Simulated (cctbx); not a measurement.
# Yb6ZnTe2: as given, inverted or twinned?

Space group P-62m (no. 189), a = 8.4940 Å, b = 8.4940 Å, c = 4.0880 Å, α = 90.00°, β = 90.00°, γ = 120.00°.

```csv
atom,mult.,x,y,z,Ueq (Å²)
Yb1,3,0,0.6095,0,0.0088
Yb2,3,0,0.2367,1/2,0.0116
Te1,2,2/3,1/3,1/2,0.0109
Zn1,1,0,0,0,0.0122
```

The model is made up (kin elements in a known structure type, no relaxation), so it says nothing on whether the phase exists.

Data sets are simulated with cctbx and refined with Bijvoet mates kept apart; Flack x is then fitted as the share of an inverted twin with the atoms fixed, Hooft y from the Bijvoet differences. The group is acentric but holds improper operations, so there is an absolute structure (orientation) and no hand.

Untwinned crystal. What Flack and Hooft values should come out?

```csv
λ (Å),extinction (unmodelled),d min (Å),top counts,error (%),model,R1,Flack x,s.u.,Hooft y,s.u.,pairs
0.71073,0.3,0.77,40000,4,as given,0.0103,0.020,0.019,0.012,0.015,102
0.71073,0.3,0.77,40000,4,inverted,0.0324,0.98,0.02,0.994,0.015,102
1.54184,0,0.83,70000,6,as given,0.0107,-0.008,0.009,-0.011,0.013,81
```

With Mo Kα, x is within 3 s.u. of 0, so the absolute structure is right. With Cu Kα, x is within 3 s.u. of 0, so the absolute structure is right. Inverting the model turns x into about 1 − x.

A further crystal gives:

```
  λ (Å)  extinction (unmodelled)  d min (Å)  top counts  error (%)     model      R1  Flack x   s.u.  Hooft y   s.u.  pairs
0.71073                        0       0.84       70000          2  as given  0.0253    0.788  0.015    0.802  0.010     78
```

**Question.** What is it?

It was simulated as an inversion twin with a fraction 0.8 of the inverted domain. Flack x is over 3 s.u. from both 0 and 1 and reads that fraction.

[Logs are printed without paths, hosts, clocks, repeated set-up lines and the standing remarks that a program may print on its own settings, such as how far it seeks lower states.]
